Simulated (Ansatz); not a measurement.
# I on Ca(111): change of the work function, part 5 of 5

How does I on the fcc site change the work function of Ca(111) as the layer fills?

Ansatz 0.2.0; plane-wave DFT, RPBE, Ansatz PAW.

So far, work function, upper face (eV): step 2 (the clean slab) 2.94; step 6 (adsorbate added, k-mesh 9×9×1, coverage 1 ML) 4.24; step 8 (the slab at 0.25 ML, atoms frozen) 3.29; step 9 (the substrate of the 0.25 ML cell alone) 2.94; step 10 (the adsorbate layer of the 0.25 ML cell alone) 6.63.

## (11) Density difference at 0.25 ML

This step: plane-wave DFT, RPBE, Ansatz PAW; density difference on adsorption (Ansatz 0.2.0).

The densities of the parts are taken from that of the whole and averaged over planes; the first moment of what is left gives the step in the potential.

Numbers from this step:

```
largest charge moved                 : -0.001492 e/Å²
potential step from the moved charge : 0.3725 eV
```

The electron density difference oscillates, so the rows of the table below give means over windows of 1 Å about each position, cut where the curve ends. Its maxima inside the range that stand out by 2 % of the span (Å: e/Å³): 8.9: 8.3e-5, 11.7: 1.5e-4, 14.8: 5.1e-4, 18.1: 0.00144, 20.2: 9.7e-4, 20.9: 0.00100, 21.7: 7.7e-4. Its minima: 10.4: -1.1e-4, 13.4: -2.1e-4, 16.1: -7.4e-4, 19.2: -0.00269, 20.5: 5.9e-4, 21.3: 3.9e-4.

Planar mean, whole system less its parts. Table of electron density difference by z; means over each step:

z (Å), electron density difference (e/Å³) and a bar from the least value:
```
        3    0.00000 ####################
        4    0.00000 ####################
        5   -0.00001 ####################
        6   -0.00002 ####################
        7   -0.00004 ###################
        8    0.00004 ####################
        9    0.00007 ####################
       10   -0.00005 ###################
       11    0.00000 ####################
       12    0.00008 #####################
       13   -0.00015 ##################
       14    0.00003 ####################
       15    0.00028 ######################
       16   -0.00056 ##############
       17    0.00016 #####################
       18    0.00106 ##############################
       19   -0.00204 
       20    0.00012 #####################
       21    0.00068 ##########################
       22    0.00039 ########################
       23   -0.00004 ###################
       24   -0.00001 ####################
       25    0.00000 ####################
       26    0.00000 ####################
```

The electrons moved below z oscillates, so the rows of the table below give means over windows of 1 Å about each position, cut where the curve ends. Its maxima inside the range that stand out by 2 % of the span (Å: e/Å²): 9.6: 4.2e-5, 12.4: 6.5e-5, 15.3: 2.4e-4, 18.4: 9.1e-4, 22.4: 5.0e-5. Its minima: 7.7: -6.7e-5, 11.0: -5.4e-5, 13.9: -1.5e-4, 16.8: -4.6e-4, 19.8: -0.00149.

Planar mean, whole system less its parts. The electrons moved below z by z; means over each step:

z (Å), electrons moved below z (e/Å²) and a bar from the least value:
```
        3    0.00000 ######################
        4    0.00000 ######################
        5    0.00000 ######################
        6   -0.00002 ######################
        7   -0.00005 #####################
        8   -0.00005 #####################
        9    0.00001 ######################
       10    0.00002 ######################
       11   -0.00004 #####################
       12    0.00004 #######################
       13   -0.00001 ######################
       14   -0.00012 ####################
       15    0.00016 ########################
       16   -0.00006 #####################
       17   -0.00037 ################
       18    0.00048 ##############################
       19   -0.00014 ####################
       20   -0.00129 
       21   -0.00061 ############
       22   -0.00005 #####################
       23    0.00002 ######################
       24    0.00000 ######################
       25    0.00000 ######################
       26    0.00000 ######################
```

## (12) Varying the input: basis.xc_grid = 2

This step: plane-wave DFT, RPBE, Ansatz PAW (Ansatz 0.2.0).

System of this step: Ca4I (I/Ca(111)). The cell holds 5 atoms: 4 Ca and 1 I. Its edges and angles: a = 3.946 Å, b = 3.946 Å, c = 30.067 Å, α = 90.0°, β = 90.0°, γ = 60.0°. Vacuum lies along c.

A run with a changed input: it repeats the earlier run at 1 ML with basis.xc_grid to 2.

Input file input.yaml:

```yaml
crystal:
  lattice:
    - [3.945655839, 0.0, 0.0]
    - [1.9728279195, 3.4170381912, 0.0]
    - [0.0, 0.0, 30.0673504999]
  atoms:
    - { symbol: Ca, position: [0.0, 0.0, 0.2993280036] }
    - { symbol: Ca, position: [0.3333333333, 0.3333333333, 0.4064746078] }
    - { symbol: Ca, position: [0.6666666667, 0.6666666667, 0.5147829855] }
    - { symbol: Ca, position: [0.0, 0.0, 0.6209194308] }
    - { symbol: I, position: [0.3333333333, 0.3333333333, 0.7006719964] }
kpoints:
  mp_grid: { grid: [9, 9, 1] }
hamiltonian:
  xc: rpbe
scf:
  occupations: { method: fermi_dirac, width: 0.1 }
  convergence: { dr2_threshold: 1.0e-08 }
efield:
  axis: 3
  dipole_correction: true
  ramp_position: 0.97
  ramp_width: 0.06
relax:
  f_tol: 0.02
  max_steps: 60
  constraints: [{ sites: [0, 1] }]
output:
  bader: true
  write_potential: true
  write_density: true
  volumetric_format: npy
basis:
  xc_grid: 2
```

Run with:

```sh
> ansatz run input.yaml --threads 4 --pin off --max-ram 12288MiB --backend cpu --events-out ev --progress --plain --runs-dir out
```

Numbers of over 12 decimals in the logs are rounded to 6 here.

The program printed:

```text
[...]
Crystal: 5 atoms, lattice volume = 405.382 Å³
Basis set: ecut = 420 eV, 7985 PW (Γ), exchange–correlation on 54×54×432 points (8 copies of the dense FFT grid, shifted against one another)
Bands: 35, of which v1, the nominal top of the filled ones, is band 29 counted from 1 (28 counted from 0)
Symmetry: 6 space group operations
[...]
k-points: 12 of 81 (time reversal used)
[...]
SCF iter   1: F=—  HF=-14808.388762 eV  |F-HF|=—  |Δ(HF+E_count)|=         —  Δρ=2.80e-3  dr2=1.21e0  ethr=1.77e-3  p=-0.144 e·Å  D=-6.44e-2 V/Å  ΔV_dip=1.94 eV  dr2_dipole=3.43e-1  V_vac-E_F(+/−)=4.78/2.84 eV  ⟨swp⟩=16.4  Hψ=3029  notcnv=0
[...]
SCF iter  10: F=-14808.337623 eV  HF=-14808.337623 eV  |F-HF|=1.36e-9  |Δ(HF+E_count)|=   6.64e-9  Δρ=5.47e-7  dr2=3.40e-9  ethr=1.75e-11  p=-0.175 e·Å  D=-7.79e-2 V/Å  ΔV_dip=2.34 eV  dr2_dipole=5.01e-10  V_vac-E_F(+/−)=5.27/2.92 eV  ⟨swp⟩=8.2  Hψ=2864  notcnv=0
SCF 1 converged in 10 iterations: F = -14808.337623 eV  dr2 = 3.40e-9
[...]
relax step   1: F+E_penalty+E_count = -14808.33762292 eV  Δ(F+E_penalty+E_count) = +0.000e0 eV  max|allowed force component| = 1.372e0 eV/Å  Δτ_max = 0.0000 Å  (10 SCF iters, accepted)
[...]
SCF iter  11: F=-14808.544472 eV  HF=-14808.544472 eV  |F-HF|=6.04e-10  |Δ(HF+E_count)|=   1.16e-9  Δρ=3.27e-7  dr2=1.24e-9  ethr=1.75e-11  p=-0.085 e·Å  D=-3.78e-2 V/Å  ΔV_dip=1.14 eV  dr2_dipole=4.75e-12  V_vac-E_F(+/−)=4.06/2.92 eV  ⟨swp⟩=9.2  Hψ=2676  notcnv=0
SCF 2 converged in 11 iterations: F = -14808.544472 eV  dr2 = 1.24e-9
relax step   2: F+E_penalty+E_count = -14808.54447171 eV  Δ(F+E_penalty+E_count) = -2.068e-1 eV  max|allowed force component| = 3.157e-1 eV/Å  Δτ_max = 0.1948 Å  (11 SCF iters, accepted)
SCF iter   1: F=—  HF=-14808.553338 eV  |F-HF|=—  |Δ(HF+E_count)|=         —  Δρ=5.03e-4  dr2=6.62e-3  ethr=2.83e-4  p=-0.085 e·Å  D=-3.78e-2 V/Å  ΔV_dip=1.14 eV  dr2_dipole=3.37e-3  V_vac-E_F(+/−)=4.06/2.93 eV  ⟨swp⟩=3.1  Hψ=800  notcnv=0
[...]
SCF iter   7: F=-14808.552413 eV  HF=-14808.552413 eV  |F-HF|=7.54e-9  |Δ(HF+E_count)|=   5.00e-8  Δρ=8.96e-7  dr2=4.82e-9  ethr=1.75e-11  p=-0.093 e·Å  D=-4.16e-2 V/Å  ΔV_dip=1.25 eV  dr2_dipole=5.69e-10  V_vac-E_F(+/−)=4.17/2.92 eV  ⟨swp⟩=8.8  Hψ=3282  notcnv=0
SCF 3 converged in 7 iterations: F = -14808.552413 eV  dr2 = 4.82e-9
relax step   3: F+E_penalty+E_count = -14808.55241259 eV  Δ(F+E_penalty+E_count) = -7.941e-3 eV  max|allowed force component| = 1.194e-1 eV/Å  Δτ_max = 0.0269 Å  (7 SCF iters, accepted)
SCF iter   1: F=—  HF=-14808.554084 eV  |F-HF|=—  |Δ(HF+E_count)|=         —  Δρ=3.39e-4  dr2=2.81e-3  ethr=5.13e-5  p=-0.093 e·Å  D=-4.16e-2 V/Å  ΔV_dip=1.25 eV  dr2_dipole=1.37e-3  V_vac-E_F(+/−)=4.17/2.92 eV  ⟨swp⟩=2.8  Hψ=776  notcnv=0
[...]
SCF iter   7: F=-14808.553785 eV  HF=-14808.553785 eV  |F-HF|=3.14e-9  |Δ(HF+E_count)|=   1.50e-8  Δρ=5.58e-7  dr2=1.71e-9  ethr=1.75e-11  p=-0.099 e·Å  D=-4.40e-2 V/Å  ΔV_dip=1.32 eV  dr2_dipole=9.46e-11  V_vac-E_F(+/−)=4.24/2.92 eV  ⟨swp⟩=10.2  Hψ=2963  notcnv=0
SCF 4 converged in 7 iterations: F = -14808.553785 eV  dr2 = 1.71e-9
relax step   4: F+E_penalty+E_count = -14808.55378550 eV  Δ(F+E_penalty+E_count) = -1.373e-3 eV  max|allowed force component| = 2.055e-3 eV/Å  Δτ_max = 0.0191 Å  (7 SCF iters, accepted)
[...]
SCF converged after 7 iterations
Free energy (F): -14808.553785 eV
[...]
Internal energy: -14808.404413 eV  (E = F + TS)
E sigma→0 (E₀):  -14808.479099 eV
Entropy (-TS):   -0.149373 eV (-29.875 meV/atom)
Fermi energy:    1.121410 eV
Dipole field:    D = -0.043992 V/Å  (p = -0.098554 e·Å, saw-weighted, corrected)
Work function:   Φ+ = 4.2434 eV   Φ− = 2.9206 eV
[...]
--- Forces (eV/Å), atoms counted from 1 ---
  atom   1  Ca     0.00000000     0.00000000     0.03073194
  atom   2  Ca     0.00000000     0.00000000    -0.03222180
  atom   3  Ca    -0.00000000    -0.00000000     0.00115469
  atom   4  Ca     0.00000000     0.00000000    -0.00171632
  atom   5  I      0.00000000     0.00000000     0.00205518
  max |Σ_I F_I| component: 3.69e-6 eV/Å
--- Band table (eV; the first three rows and the last of 12) ---
  k-point 0: bands = [... 25 lower, -0.8779, -0.5423, -0.5423, 0.3559, 1.3666, 2.0662, 2.7057, 3.1817, ... 2 higher]
  k-point 1: bands = [... 25 lower, -1.0741, -0.6987, -0.6412, 0.4682, 1.4406, 2.1124, 2.7050, 3.0495, ... 2 higher]
  k-point 2: bands = [... 25 lower, -1.2374, -0.8749, -0.2932, 0.7433, 1.6250, 2.1608, 2.4928, 2.6000, ... 2 higher]
  k-point 11: bands = [... 25 lower, 1.0103, 1.0492, 1.0494, 1.3473, 1.3504, 1.5338, 1.8753, 1.8896, ... 2 higher]
--- Relaxed structure (4 steps of the walk, 4 accepted, 0 SCFs on fresh bases) ---
  F+E_penalty+E_count = -14808.55378550 eV   max|allowed force component| = 2.055e-3 eV/Å
  atoms:
[...]
- { symbol: Ca, position: [0.333333, 0.333333, 0.406475] }
    - { symbol: Ca, position: [0.666667, 0.666667, 0.515134] }
[...]
- { symbol: I, position: [0.333333, 0.333333, 0.695724] }
--- Bader charges: 5 sites ---
  site symbol  charge [e]  shift [e] shared [e]
     0     Ca     -0.0049     0.0000    -0.0942
     1     Ca      0.1337     0.0000     0.0357
     2     Ca     -0.3021     0.0000    -0.3021
     3     Ca      1.1269     0.0001     1.1269
     4      I     -0.7665     0.0001    -0.7665
  maxima off the nuclei: 2, with 0.1872 electrons
[...]
charge, to which what the maxima have on the atom's side is counted
  estimated error of the sums over rays = 5.2e-4 e
```

It took 21 s on 4 threads of Arm Neoverse V2, shared host; peak memory 0.7 GiB; 80 s of CPU time.

The steps of the relaxation:

```
step  energy less that of the first step (eV)  largest force component (eV/Å)
   1                                   0.0000                          1.3724
   2                                  -0.2068                          0.3157
   3                                  -0.2148                          0.1194
   4                                  -0.2162                          0.0021
```

The run keeps the 6 symmetry operations that it works with, so distortions that break them were not tested.

The atoms that moved most (Å):

| atom | dx | dy | dz | length |
| --- | --- | --- | --- | --- |
| Ca4 | 0.000 | 0.000 | 0.160 | 0.160 |
| I5 | 0.000 | 0.000 | -0.149 | 0.149 |
| Ca3 | 0.000 | 0.000 | 0.011 | 0.011 |

Final coordinates:

```xyz
5
Lattice="3.9457 0.0000 0.0000 1.9728 3.4170 0.0000 0.0000 0.0000 30.0674" Properties=species:S:1:pos:R:3
Ca    0.0000    0.0000    9.0000
Ca    1.9728    1.1390   12.2216
Ca    3.9457    2.2780   15.4887
Ca    0.0000    0.0000   18.8298
I     1.9728    1.1390   20.9186
```

This step gave:

- energy at zero smearing: -14808.4791 eV
- work function, upper face: 4.243 eV
- work function, lower face: 2.921 eV
- dipole along the normal: -0.09855 e·Å
- step between the vacuum levels: 1.323 eV

```csv
quantity,this run,earlier run,difference
"work function, upper face (eV)",4.243,4.243,0
"work function, lower face (eV)",2.921,2.921,0
dipole along the normal (e·Å),-0.09855,-0.09855,0
```

Nothing in the table moves by 0.01 in its unit (for the dipole 0.5 % and 5e-5 e·Å).

## (13) What came out

| Property | Result |
| --- | --- |
| work function of the clean face | 2.94 eV |
| work function at 0.11 ML | 3.09 eV |
| work function at 0.25 ML | 3.29 eV |
| work function at 0.5 ML | 3.64 eV |
| work function at 1 ML | 4.24 eV |
| dipole per adsorbate at 0.11 ML, positive end outwards | -0.53 D |
| step of the potential from the moved charge at 0.25 ML, upper less lower side, atoms held | 0.372 eV |

In words: I raises the work function of Ca(111) at the lowest coverage, by 0.15 eV: the adsorbate layer has its negative end outwards. The slab has 4 layers, at the tabulated experimental lattice constant, one starting site was run, and quantum-size effects of a slab this thin can reach one or two tenths of an eV.

[Logs are printed without paths, hosts, clocks, repeated set-up lines and the standing remarks that a program may print on its own settings, such as how far it seeks lower states.]

[Hosts, paths, dates, database ids (printed as entryN), source tags and the programs' standing remarks are cut or masked in the printed files.]

[Maps of the electrostatic potential energy from Ansatz leave out the sawtooth potential of an applied field or a dipole correction, so their vacuum need not be flat; planar profiles and work functions include it.]
